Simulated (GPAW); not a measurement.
## Cd4Se3S (ordered alloy, started on the zincblende lattice) (P-43m): one start, several treatments of the self-energy

It takes space group P-43m (No. 215, cubic). The conventional cell has a = 6.123 Å, b = 6.123 Å, c = 6.123 Å, α = 90.00°, β = 90.00°, γ = 90.00°. Nearest to S lie 4 Cd at 2.58 Å. Cd has 1 S at 2.58 Å and 3 Se at 2.67 Å nearest. Nearest to Se lie 4 Cd at 2.67 Å. Farther neighbours and most contacts between anions are not listed.

| Quantity | Value |
| --- | --- |
| method | DFT, PBE, plane waves, PAW (and 3 further levels or steps) |
| program | GPAW 26.7.0 |
| settings of one run | cutoff 450 eV, GPAW PAW setups 1.2.1 data release, 2×2×2 k-mesh, nbands 382 |
| cost | 6 runs, 4.5 min in all on 4 MPI ranks of Arm Neoverse V2, shared host (the runs of this entry) |
| notes | The structure was built from a prototype and need not be the compound’s stable phase. The structure was relaxed with PBE. The structure type comes from a generator and need not be one that this composition takes. Limits: no spin-orbit coupling. Bands and cutoff are finite, so the gap is not at the basis limit. The miss can reach some tenths of an eV and take either sign; the mesh is an error of its own. The program warns of a poor linear fit in the extrapolation of some level, so the extrapolated values are rough. The 2×2×2 mesh is coarse for this cell, which bears on the long-range parts of exchange and screening. |
| G0W0, Godby-Needs plasmon pole | 1.168 eV |
| one-shot HSE06 | 1.432 eV |
| G0W0, extrapolated in the cutoff | 1.245 eV |
| one-shot PBE0 | 2.185 eV |
| G0W0, full frequency, Hilbert transform | 1.153 eV |
| known limits | not at the basis limit; no spin-orbit coupling; coarse k mesh |

One-shot HSE06: +0.263 eV against G0W0, Godby-Needs plasmon pole. G0W0, extrapolated in the cutoff: +0.076 eV against G0W0, Godby-Needs plasmon pole, at other bands or cutoff, so not like for like.

[Runs of the session that timed out or met a known fault of the program may be left out.]

[Hosts, paths, dates, database ids (printed as entryN), source tags and the programs' standing remarks are cut or masked in the printed files.]
